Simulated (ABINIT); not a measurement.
**A GW run on CdH2O2 (P-3m1) in ABINIT, with inputs changed**

What do changed inputs do to GW on CdH2O2 (P-3m1)?

Main program and level: ABINIT 10.8.3; PBEsol and many-body steps on it, plane waves.

Most raw output is cut from this account.

## (1) The structure

It takes space group P-3m1 (No. 164, trigonal). The conventional cell has a = 3.516 Å, b = 3.516 Å, c = 4.643 Å, α = 90.00°, β = 90.00°, γ = 120.00°. Nearest to Cd lie 6 O at 2.32 Å. H has 1 O at 0.97 Å nearest. Nearest to O lie 1 H at 0.97 Å and 3 Cd at 2.32 Å. Farther neighbours and most contacts between anions are not listed.

Coordinates:

```cif
data_structure
_symmetry_space_group_name_H-M 'P-3m1'
_symmetry_Int_Tables_number 164
_cell_length_a 3.5155
_cell_length_b 3.5155
_cell_length_c 4.6430
_cell_angle_alpha 90.000
_cell_angle_beta 90.000
_cell_angle_gamma 120.000
_cell_volume 49.69
loop_
_atom_site_label
_atom_site_type_symbol
_atom_site_symmetry_multiplicity
_atom_site_Wyckoff_symbol
_atom_site_fract_x
_atom_site_fract_y
_atom_site_fract_z
_atom_site_occupancy
Cd1 Cd 1 a 0.00000 0.00000 0.00000 1
H1 H 2 d 0.66667 0.33333 0.55096 1
O1 O 2 d 0.66667 0.33333 0.75937 1
```

The cell and positions are those that the Materials Project relaxed with its own functionals (PBE, PBE+U or r2SCAN), kept fixed.

## (2) Screening, 3×3×2 mesh, 54 bands, screening to 122.5 eV

This step: ABINIT 10.8.3; RPA screening on PBEsol, plane waves, norm-conserving pseudopotentials.

The RPA dielectric matrix is built and inverted for each q.

File run.abi:

```
acell 3*1.0 Angstrom
rprim 
  3.515525964753 0.000000000011 0.000000000000
  -1.757762982386 3.044534793135 0.000000000000
  0.000000000000 0.000000000000 4.642979290000
ntypat 3
znucl 48 1 8
natom 5
typat 1 2 2 3 3
xred 
  0.000000000000 0.000000000000 0.000000000000
  0.666666666667 0.333333333333 0.550960720000
  0.333333333333 0.666666666667 0.449039280000
  0.666666666667 0.333333333333 0.759372000000
  0.333333333333 0.666666666667 0.240628000000
pp_dirpath "pseudos"
pseudos "Cd.upf, H.upf, O.upf"
ecut 47
ngkpt 3 3 2
nshiftk 1
shiftk 0 0 0
kptopt 1
chksymbreak 0
istwfk *1
occopt 1
irdwfk 1
optdriver 3
nband 54
ecuteps 4.5
inclvkb 2
awtr 1
symchi 1
indata_prefix "in"
outdata_prefix "out"
tmpdata_prefix "tmp"
```

Launch:

```
$ OMP_NUM_THREADS=1 mpirun -n 4 abinit run.abi > log
```

It took 9.1 s on 4 MPI ranks of Arm Neoverse V1, shared host; peak memory 0.66 GiB.

Numbers from this step:

| Item | Value |
| --- | --- |
| ε∞ with local fields, on this mesh, along the program's q direction | 3.906 |
| the same without local fields | 4.137 |
| plasma frequency | 30.71 eV |
| plane waves in the screening matrix | 159 |

Local fields lower ε∞ by 6 %. On a Γ-centred mesh this coarse the value itself is usually too large, while a short band sum pulls it down.

## (3) Base

The self-energy is evaluated for the states that the input lists, and the levels follow from it, in one-shot runs by the linearised quasiparticle equation.

This step: G0W0 on PBEsol, plane waves, norm-conserving pseudopotentials.

Edit run.abi of step 2 so:

```diff
@@ -26,8 +26,17 @@
 irdwfk 1
-optdriver 3
+optdriver 4
 nband 54
+gwcalctyp 0
+ecutsigx 47
+symsigma 1
+nkptgw 2
+kptgw 
+  0.0000000000 0.0000000000 0.5000000000
+  0.0000000000 0.0000000000 0.0000000000
+bdgw 
+  16 19
+  16 19
 ecuteps 4.5
-inclvkb 2
-awtr 1
-symchi 1
+irdscr 1
+ppmodel 1
 indata_prefix "in"
```

The job ended after 4 s (4 MPI ranks; peak memory 0.55 GiB).

This step gave:

```yaml
g0w0_gap_on_the_points_computed: 3.347 eV
starting_gap_on_the_mesh: 1.704 eV
k_of_the_valence_top: 0, 0, 0.5
k_of_the_conduction_bottom: 0, 0, 0
z_at_the_valence_top: 0.794
z_at_the_conduction_bottom: 0.847
least_direct_g0w0_gap_on_the_computed_points: 3.693 eV
```

The gap on the mesh goes from 1.70 eV to 3.35 eV, a correction of +1.64 eV.

## (4) Coulomb singularity

Edit run.abi of step 3 so:

```diff
@@ -41,2 +41,3 @@
 ppmodel 1
+gw_icutcoul 7
 indata_prefix "in"
```

Elapsed: 4 s, on 4 MPI ranks; peak memory 0.55 GiB; 16 s of CPU time.

Numbers from this step:

```yaml
g0w0_gap_on_the_points_computed: 3.369 eV
starting_gap_on_the_mesh: 1.704 eV
k_of_the_valence_top: 0, 0, 0.5
k_of_the_conduction_bottom: 0, 0, 0
z_at_the_valence_top: 0.792
z_at_the_conduction_bottom: 0.845
least_direct_g0w0_gap_on_the_computed_points: 3.715 eV
```

Against G0W0 in ABINIT (3×3×2 mesh, 54 bands, screening to 122.5 eV, Godby-Needs plasmon pole), the gap moves by +0.022 eV.

## (5) The runs together

Times are wall times on 4 MPI ranks of Arm Neoverse V1, shared host, good to a factor of about two. A run's time includes the screening step that it read.

```
                run   mesh  bands  screening cutoff (eV)  DFT gap (eV)  gap on the mesh (eV)  direct (eV)  ε∞ used  time
               base  3×3×2     54                  122.5         1.704                 3.347        3.693     3.91  13 s
Coulomb singularity  3×3×2     54                  122.5         1.704                 3.369        3.715     3.91  13 s
```

## (6) Summary of results

| Property | Result |
| --- | --- |
| base | 3.347 eV |
| Coulomb singularity | 3.369 eV |
| known limits | not at the basis limit; d shell near the gap, gap tends to lie low; no spin-orbit coupling; coarse k mesh |

In words: Coulomb singularity: +0.022 eV against base (keys changed: gw_icutcoul). Bands and cutoff are finite, so the gap is not at the basis limit. The miss can reach some tenths of an eV and take either sign; the mesh is an error of its own. In the G0W0 runs levels were corrected at 2 k points alone, so a gap called «on the mesh» is the least over those, and an edge elsewhere would be missed. The 3×3×2 mesh is coarse for this cell, which bears on the long-range parts of exchange and screening. A d shell, filled or nearly so, lies near the gap. One-shot GW converges very slowly in bands there, not always from below, and on a semilocal start the gap tends to come out low; starts rich in exact exchange can overshoot instead. The many-body steps are scalar-relativistic: spin-orbit coupling is not in them.

[Paths, hosts, dates, memory and timing lines, banners, echoed tables and standing remarks are left out of the program output.]

[Logs are printed without paths, hosts, clocks, repeated set-up lines and the standing remarks that a program may print on its own settings, such as how far it seeks lower states.]

[Runs of the session that timed out or met a known fault of the program may be left out.]

[Hosts, paths, dates, database ids (printed as entryN), source tags and the programs' standing remarks are cut or masked in the printed files.]

[G0W0 gaps are taken among the corrected bands and points alone; a level outside them can change the order at an edge.]

[Where Ansatz stands beside ABINIT at settings called matched, ABINIT's density can come from a denser mesh and the files from another edition; pairs whose starting gaps differed by over 0.03 eV were left out, so agreement reads better than it is.]
